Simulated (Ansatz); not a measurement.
**SnH5CN2Cl3 (CH(NH2)2SnCl3): band gap by G0W0 on PBE**

How far does one-shot GW move the PBE gap of SnH5CN2Cl3 (CH(NH2)2SnCl3)?

Program: Ansatz 0.2.0. Level of theory: PBE, then G0W0 on it, plane waves, PAW. Results are calculated unless marked as measured.

The structure was built from a prototype and need not be the compound's stable phase.

**1. The starting structure**

The cell holds 12 atoms: 1 C, 5 H, 2 N, 1 Sn and 3 Cl. Cell: a = 5.679 Å, b = 5.679 Å, c = 5.679 Å, α = 90.0°, β = 90.0°, γ = 90.0°. It derives from C1Cl3H5N2Sn1.

The start is a generated structure, not a measured one.

**2. Relaxation**

The structure is relaxed first.

This step: DFT, PBE-D3(BJ), plane waves, PAW; PAW set soft_1.

input.yaml

```yaml
crystal:
  lattice:
    - [5.679432, 0.0, 0.0]
    - [0.0, 5.679432, 0.0]
    - [0.0, 0.0, 5.679432]
  atoms:
    - { symbol: C, position: [0.0053755523, 0.9275753295, 0.0139473789] }
    - { symbol: H, position: [0.0193263903, 0.7396160654, 0.0501441479] }
    - { symbol: "N", position: [0.7941918554, 0.0147587976, 0.9879174218] }
    - { symbol: "N", position: [0.2012005284, 0.0473194914, 0.000127682] }
    - { symbol: H, position: [0.650229375, 0.9095714517, 0.0013235489] }
    - { symbol: H, position: [0.3589858574, 0.9662719703, 0.0225862434] }
    - { symbol: H, position: [0.7689844979, 0.1879404515, 0.9540088834] }
    - { symbol: H, position: [0.2005540392, 0.2224660148, 0.9669559696] }
    - { symbol: Sn, position: [0.5, 0.5, 0.5] }
    - { symbol: Cl, position: [0.5, 0.5, 0.0] }
    - { symbol: Cl, position: [0.5, 0.0, 0.5] }
    - { symbol: Cl, position: [0.0, 0.5, 0.5] }
kpoints:
  mp_grid: { grid: [4, 4, 4] }
hamiltonian:
  xc: pbe
  dispersion: d3bj
  pseudopotentials: { kind: paw, azcp: { folder: soft_1 } }
scf:
  occupations: { method: fermi_dirac, width: 0.02 }
relax:
  f_tol: 0.02
  max_steps: 100
  cell: {}
```

On the command line:

```sh
> ansatz run input.yaml --threads 2 --pin off --max-ram 92160MiB --backend cuda --events-out ev --progress --plain --runs-dir out --devices 1 --max-vram 13GiB
```

Numbers of over 12 decimals in the logs are rounded to 6 here.

The program printed:

```text
GPUs: using 1 of 1 available (devices: 1).
Engine: ansatz 0.2.0, x86_64-unknown-linux-gnu
Pseudopotentials: kind: paw
Pseudopotential: C, paw, valence charge 4, recommended cutoff 420 eV (normal), soft_1/C.paw.azcp
Pseudopotential: H, paw, valence charge 1, recommended cutoff 420 eV (normal), soft_1/H.paw.azcp
Pseudopotential: N, paw, valence charge 5, recommended cutoff 420 eV (normal), soft_1/N.paw.azcp
Pseudopotential: Sn, paw, valence charge 14, recommended cutoff 420 eV (normal), soft_1/Sn.paw.azcp
Pseudopotential: Cl, paw, valence charge 7, recommended cutoff 420 eV (normal), soft_1/Cl.paw.azcp
Functional definition: PBE
  parameter kappa = 0.804
  parameter beta = 0.066725
  exchange = pbe_x(kappa = kappa, mu = beta*pi^2/3)
  correlation = pbe_c(beta = beta)
device memory: the entry about to start is reckoned to put 1.9 GiB on a device that reports 54.4 GiB free (of which the cap on the GPU budget leaves the run 13.0 GiB)
GPU FFT provider: cuFFT
GPU libraries: cuBLAS 13.8.2, cuFFT 12.4.0, cuSOLVER 12.3.4
Crystal: 12 atoms, lattice volume = 183.195 Å³
Basis set: ecut = 420 eV, 3695 PW (Γ), exchange–correlation on 80×80×80 points (8 copies of the dense FFT grid, shifted against one another)
Bands: 39, of which v1, the nominal top of the filled ones, is band 27 counted from 1 (26 counted from 0)
Symmetry: 1 space group operations
Space group: P1 (ITA 1), of the structure as read, at distance tolerance 5.7e-5 Å
k-points: 36 of 64 (time reversal used)
Non-local potential: C, projectors of the file, l = 0: 2, l = 1: 2, l = 2: 1
Non-local potential: H, projectors of the file, l = 0: 2, l = 1: 1
Non-local potential: N, projectors of the file, l = 0: 2, l = 1: 2, l = 2: 1
Non-local potential: Sn, projectors of the file, l = 0: 2, l = 1: 2, l = 2: 2, l = 3: 1
Non-local potential: Cl, projectors of the file, l = 0: 2, l = 1: 2, l = 2: 1
PAW form: soft (Blöchl's): semilocal exchange-correlation on the pseudo side does not see the compensation charge
PAW one-centre angular grid: C, 110 points (default); XC on 64 Gauss nodes
PAW one-centre angular grid: H, 110 points (default); XC on 64 Gauss nodes
PAW one-centre angular grid: N, 110 points (default); XC on 64 Gauss nodes
PAW one-centre angular grid: Sn, 590 points (default); XC on 64 Gauss nodes
PAW one-centre angular grid: Cl, 110 points (default); XC on 64 Gauss nodes
Initial density: superposition of atomic densities (chi_scale 0.1, normalization cell), built separately for each of the 2 bonded fragments (scf.initial_density.interfragment_charge_transfer: auto; true builds it for the cell as a whole; a typed value also counts as a typed key of the start: scf.initial_density.chi_scale says what that changes, if anything)
Initial wavefunctions: pseudopotential atomic-orbital guess
GPU buffer pool allocated for 64000 grid points (all kernels)
GPU transforms: local potential and band sums: pruned to the plane-wave sphere, on 40×40×40
Functional: x = pbe(κ = 0.804, μ = 0.219515), c = pbe(β = 0.066725)
SCF iter   1: F=—  HF=-10371.316225 eV  |F-HF|=—  |Δ(HF+E_count)|=         —  Δρ=7.52e-2  dr2=8.98e0  ethr=3.10e-3  ⟨swp⟩=7.4  Hψ=7170  notcnv=0  defer=34
preconditioner: auto → Resta (q_TF=auto, 2.226 Å⁻¹)  ε∞=2.9  [insulator: Δε(μ)=0.970 eV  Ē_g=12.524 eV  σ=0.020 eV  W_gap=1.00  n_scr=32 (ndim 8)  ℏωp=17.4 eV  f_vac=0.042  D(μ)=0.00/eV (n_scr^D=0)  ε∞_Penn≈2.9]
SCF iter   2: F=—  HF=-10368.801232 eV  |F-HF|=—  |Δ(HF+E_count)|=    2.51e0  Δρ=3.35e-2  dr2=1.44e0  ethr=3.10e-3  ⟨swp⟩=3.0  Hψ=3166  notcnv=0  defer=251
SCF iter   3: F=—  HF=-10368.472185 eV  |F-HF|=—  |Δ(HF+E_count)|=   3.29e-1  Δρ=1.20e-2  dr2=2.38e-1  ethr=2.67e-3  ⟨swp⟩=2.2  Hψ=2418  notcnv=0  defer=245
SCF iter   4: F=—  HF=-10368.440741 eV  |F-HF|=—  |Δ(HF+E_count)|=   3.14e-2  Δρ=2.78e-3  dr2=1.81e-2  ethr=4.41e-4  ⟨swp⟩=2.1  Hψ=2141  notcnv=0  defer=245
SCF iter   5: F=—  HF=-10368.444941 eV  |F-HF|=—  |Δ(HF+E_count)|=   4.20e-3  Δρ=9.31e-4  dr2=2.25e-3  ethr=3.35e-5  ⟨swp⟩=2.8  Hψ=2083  notcnv=0  defer=245
SCF iter   6: F=—  HF=-10368.446721 eV  |F-HF|=—  |Δ(HF+E_count)|=   1.78e-3  Δρ=2.54e-4  dr2=1.44e-4  ethr=4.17e-6  ⟨swp⟩=2.4  Hψ=2396  notcnv=0  defer=236
SCF iter   7: F=—  HF=-10368.446840 eV  |F-HF|=—  |Δ(HF+E_count)|=   1.19e-4  Δρ=1.15e-4  dr2=2.46e-5  ethr=2.67e-7  ⟨swp⟩=2.1  Hψ=2296  notcnv=0  defer=234
SCF iter   8: F=—  HF=-10368.446969 eV  |F-HF|=—  |Δ(HF+E_count)|=   1.28e-4  Δρ=6.71e-5  dr2=8.58e-6  ethr=4.56e-8  ⟨swp⟩=2.0  Hψ=1945  notcnv=0  defer=234
SCF iter   9: F=—  HF=-10368.446969 eV  |F-HF|=—  |Δ(HF+E_count)|=   5.23e-7  Δρ=1.45e-5  dr2=5.27e-7  ethr=1.59e-8  ⟨swp⟩=2.0  Hψ=1792  notcnv=0  defer=234
SCF iter  10: F=-10368.446970 eV  HF=-10368.446970 eV  |F-HF|=2.84e-8  |Δ(HF+E_count)|=   4.82e-7  Δρ=2.83e-6  dr2=2.22e-8  ethr=1.85e-10  ⟨swp⟩=5.7  Hψ=4873  notcnv=0
SCF 1 converged in 10 iterations: F = -10368.446970 eV  dr2 = 2.22e-8
  greatest PAW one-centre occupation: 0.993 electrons in one spin orbital (limit 2), on the Sn atom at site 8 (counted from 0), in its partial waves of l = 2
[...]
relax step  26: F+E_penalty+E_count = -10369.00435263 eV  Δ(F+E_penalty+E_count) = -1.457e-3 eV  max|allowed force component| = 4.212e-2 eV/Å  Δτ_max = 0.0492 Å  P = +0.035 GPa  Ω = 190.173 Å³  energy of the carried Pulay correction = -5.652e-3 eV  (6 SCF iters, dr2 threshold 2.69e-7 eV, accepted)
relax step  27: F+E_penalty+E_count = -10369.00434773 eV  Δ(F+E_penalty+E_count) = +4.902e-6 eV  max|allowed force component| = 1.471e-2 eV/Å  Δτ_max = 0.0258 Å  P = -0.015 GPa  Ω = 190.707 Å³  energy of the carried Pulay correction = -6.075e-3 eV  (7 SCF iters, dr2 threshold 1.11e-7 eV, accepted)
relax step  28: F+E_penalty+E_count = -10369.02569123 eV  Δ(F+E_penalty+E_count) = -2.134e-2 eV  max|allowed force component| = 1.589e-2 eV/Å  Δτ_max = 0.0000 Å  P = +0.108 GPa  Ω = 190.707 Å³  stress off target by 2.61e-1 GPa  SCF on the basis re-selected at this cell (its energy is not comparable with the rows above)  (7 SCF iters)
relax step  29: F+E_penalty+E_count = -10369.02691565 eV  Δ(F+E_penalty+E_count) = -1.224e-3 eV  max|allowed force component| = 2.008e-2 eV/Å  Δτ_max = 0.0262 Å  P = -0.044 GPa  Ω = 193.083 Å³  energy of the carried Pulay correction = -1.709e-3 eV  (7 SCF iters, dr2 threshold 1.71e-7 eV, accepted)
relax step  30: F+E_penalty+E_count = -10369.02704174 eV  Δ(F+E_penalty+E_count) = -1.261e-4 eV  max|allowed force component| = 1.561e-2 eV/Å  Δτ_max = 0.0186 Å  P = -0.031 GPa  Ω = 193.661 Å³  energy of the carried Pulay correction = -2.111e-3 eV  (7 SCF iters, dr2 threshold 2.64e-8 eV, accepted)
relax step  31: F+E_penalty+E_count = -10369.02737126 eV  Δ(F+E_penalty+E_count) = -3.295e-4 eV  max|allowed force component| = 1.353e-2 eV/Å  Δτ_max = 0.0108 Å  P = -0.010 GPa  Ω = 193.477 Å³  energy of the carried Pulay correction = -1.920e-3 eV  (7 SCF iters, dr2 threshold 8.48e-9 eV, accepted)
relax step  32: F+E_penalty+E_count = -10369.02943875 eV  Δ(F+E_penalty+E_count) = -2.067e-3 eV  max|allowed force component| = 1.367e-2 eV/Å  Δτ_max = 0.0000 Å  P = -0.011 GPa  Ω = 193.477 Å³  stress off target by 3.31e-2 GPa  SCF on the basis re-selected at this cell (its energy is not comparable with the rows above)  (6 SCF iters)
basis re-selected at this cell: Δ(F+E_penalty+E_count) = -2.067e-3 eV, ΔP = -0.001 GPa vs the last step (what re-selecting the basis moved, of the pressure what is left beyond the Pulay correction that the steps carried, after the strain that the cell walked since its last selection, with what the two solves' SCF thresholds leave and, on support functions, any second-order correction that the steps lacked; it is no m [...]
SCF converged after 6 iterations
Free energy (F): -10369.029439 eV
Harris-Foulkes:  -10369.029439 eV  (|F-HF|=4.77e-10)
Internal energy: -10369.029439 eV  (E = F + TS)
E sigma→0 (E₀):  -10369.029439 eV
Fermi energy:    3.422082 eV
--- Per-component energies (eV) ---
  E_band       = -409.743795
  E_kinetic    = 1038.449091
  E_local      = -3380.330422  (includes V_loc(G=0)·N_el)
  E_nonlocal   = 335.937041
  E_hartree    = 1335.048211
  E_xc         = -655.060299
  E_vxc        = -690.220950  (∫ρ·V_xc dr)
  E_paw        = -6706.121607  (= ΣΔE_a)
  E_vpaw       = -383.672385  (= ΣTr[D̂ρ^β])
  E_aug_tail   = -0.002633  (compensation charges beyond the density's cutoff)
  E_ewald      = -2335.769210
  E_disp       = -1.179610  (pairwise vdW)
  E_smearing   = -0.000000  (= −TS)
  E_closure    = 0.000000  (closes the sum)
  Σ components = -10369.029439   (vs F -10369.029439, Δ=0.00e0)
--- Forces (eV/Å), atoms counted from 1 ---
  atom   1  C      0.00354874    -0.00309106     0.00188219
  atom   2  H      0.00356247     0.00569328    -0.00263964
  atom   3  N     -0.01367166     0.00226927    -0.00909845
  atom   4  N     -0.00224371     0.00032636     0.00331823
  atom   5  H      0.00662725    -0.00152376     0.00855149
  atom   6  H     -0.00229847    -0.00026235    -0.00224820
  atom   7  H      0.00210787    -0.00298323     0.00215157
  atom   8  H      0.00040131    -0.00242749     0.00099868
  atom   9  Sn     0.00220276    -0.00220765    -0.00330924
  atom  10  Cl     0.00108335     0.00132510     0.00222862
  atom  11  Cl    -0.00008609     0.00147114    -0.00122271
  atom  12  Cl    -0.00123350     0.00141056    -0.00061274
  max |Σ_I F_I| component: 3.19e-7 eV/Å
--- Stress (GPa, compression-positive) ---
       -0.012369       0.002787       0.021980
        0.002787      -0.011591      -0.001865
        0.021981      -0.001863      -0.008646
  P = ⅓ Tr σ = -0.0109 GPa (-0.109 kbar)
--- Band table (eV; the first three rows and the last of 36) ---
  k-point 0: bands = [... 23 lower, 0.0997, 0.1720, 0.2095, 0.6221, 5.6211, 6.7098, 7.4040, 7.7683, ... 8 higher]
  k-point 1: bands = [... 23 lower, 0.0698, 0.1876, 0.2942, 0.7522, 5.6132, 6.3285, 7.1634, 7.4681, ... 8 higher]
  k-point 2: bands = [... 23 lower, 0.0936, 0.2116, 0.3781, 1.0846, 5.3501, 5.6007, 7.1382, 7.5067, ... 8 higher]
  k-point 35: bands = [... 23 lower, 0.3018, 0.4067, 0.4948, 2.2381, 4.6061, 4.8349, 5.1764, 5.5979, ... 8 higher]
--- Relaxed structure (30 steps of the walk, 28 accepted, 2 SCFs on fresh bases) ---
  F+E_penalty+E_count = -10369.02943875 eV   max|allowed force component| = 1.367e-2 eV/Å   (the final SCF, on the basis selected at the relaxed cell)
  cell:  # Å, volume = 193.4774 Å³
    - [5.749545, 0.061455, 0.544713]
    - [0.061455, 5.908820, -0.066638]
    - [0.544713, -0.066638, 5.748159]
  atoms:
    - { symbol: C, position: [-0.018906, 0.943682, 0.017888] }
    - { symbol: H, position: [-0.073778, 0.774251, 0.071231] }
    - { symbol: N, position: [0.881462, 0.039656, 0.857440] }
    - { symbol: N, position: [0.141820, 0.037851, 0.118945] }
    - { symbol: H, position: [0.761563, 0.954657, -0.218539] }
    - { symbol: H, position: [0.216483, 0.951457, 0.238520] }
    - { symbol: H, position: [0.929658, 0.195135, 0.790441] }
    - { symbol: H, position: [0.210103, 0.193133, 1.071843] }
    - { symbol: Sn, position: [0.485682, 0.491407, 0.514271] }
    - { symbol: Cl, position: [0.438658, 0.501815, -0.029336] }
    - { symbol: Cl, position: [0.496772, -0.070419, 0.503870] }
    - { symbol: Cl, position: [0.029332, 0.502896, 0.560437] }
```

Wall time 1.7 min (1 × NVIDIA H100 80GB HBM3 (shared by 6 runs) with 2 threads of AMD EPYC 7R13 (Zen 3), shared host); peak memory 0.99 GiB; 2.9 min of CPU time.

The steps of the relaxation (22 of 32):

```
step  energy less that of the first step (eV)  largest force component (eV/Å)  pressure (GPa)  volume (Å³)
   1                                   0.0000                          0.8039            0.74       183.20
   2                                  -0.1362                          0.5538            0.04       188.35
   4                                  -0.2108                          0.4070           -0.63       186.58
   5                                  -0.2635                          0.4664           -0.62       185.14
   7                                  -0.3730                          0.8246           -0.81       183.92
   8                                  -0.4462                          0.4616           -0.13       186.36
  10                                  -0.4744                          0.2836           -0.22       188.84
  11                                  -0.4937                          0.1998           -0.03       189.79
  13                                  -0.5242                          0.1590           -0.15       191.49
  14                                  -0.5284                          0.4493           -0.09       191.16
  16                                  -0.5388                          0.1729            0.22       191.50
  17                                  -0.5388                          0.3360           -0.41       192.67
  19                                  -0.5457                          0.0305            0.06       191.47
  20                                  -0.5481                          0.1108           -0.25       191.06
  22                                  -0.5520                          0.0547           -0.09       191.17
  23                                  -0.5542                          0.1302           -0.29       190.53
  25                                  -0.5559                          0.0596           -0.19       191.20
  26                                  -0.5574                          0.0421            0.03       190.17
 28*                                  -0.5787                          0.0159            0.11       190.71
  29                                  -0.5799                          0.0201           -0.04       193.08
  31                                  -0.5804                          0.0135           -0.01       193.48
 32*                                  -0.5825                          0.0137           -0.01       193.48
```

Relaxation steps marked * repeat the geometry before them on a plane-wave basis chosen anew for their cell, so energy and pressure can jump there. Other such steps can lie between the rows shown. Relaxation steps 9, 24 were tried and not accepted.

```
     cell as run  before  after   change
           a (Å)   5.679  5.776   +1.7 %
           b (Å)   5.679  5.910   +4.1 %
           c (Å)   5.679  5.774   +1.7 %
           α (°)   90.00  91.25   +1.4 %
           β (°)   90.00  79.18  -12.0 %
           γ (°)   90.00  88.86   -1.3 %
volume (Å³/atom)   15.27  16.12   +5.6 %
```

The atoms that moved most (Å, as changes of fractional coordinates times the final cell):

```
atom      dx      dy      dz  length
  H6  -0.703  -0.111   1.165   1.365
  H5   0.523   0.288  -1.206   1.346
  H7   0.835   0.063  -0.853   1.196
  N3   0.432   0.161  -0.704   0.842
  N4  -0.277  -0.068   0.651   0.711
  H8   0.110  -0.180   0.610   0.645
  H2  -0.522   0.198   0.068   0.562
Cl10  -0.369   0.009  -0.202   0.420
```

The program's warnings for this run: band table not solved further.

(Part 1 of 3 ends here.)

[Paths, hosts, dates, memory and timing lines, banners, echoed tables and standing remarks are left out of the program output.]

[Logs are printed without paths, hosts, clocks, repeated set-up lines and the standing remarks that a program may print on its own settings, such as how far it seeks lower states.]

[Runs of the session that timed out or met a known fault of the program may be left out.]

[Cells called generated may have been cut or substituted from an entry of the Crystallography Open Database or the Materials Project.]

[Hosts, paths, dates, database ids (printed as entryN), source tags and the programs' standing remarks are cut or masked in the printed files.]

[Where an RPA ε∞ is given, it is that of the G0W0 mesh and is not shown converged in it. Names of k-points follow the symmetry that the program found, which can be lower than the space group named. Band edges on a path are those of the sampled points; other points can move an edge, and change direct to indirect where valleys lie close.]

[Hybrid gaps are those of their k-mesh and are not shown converged in it.]
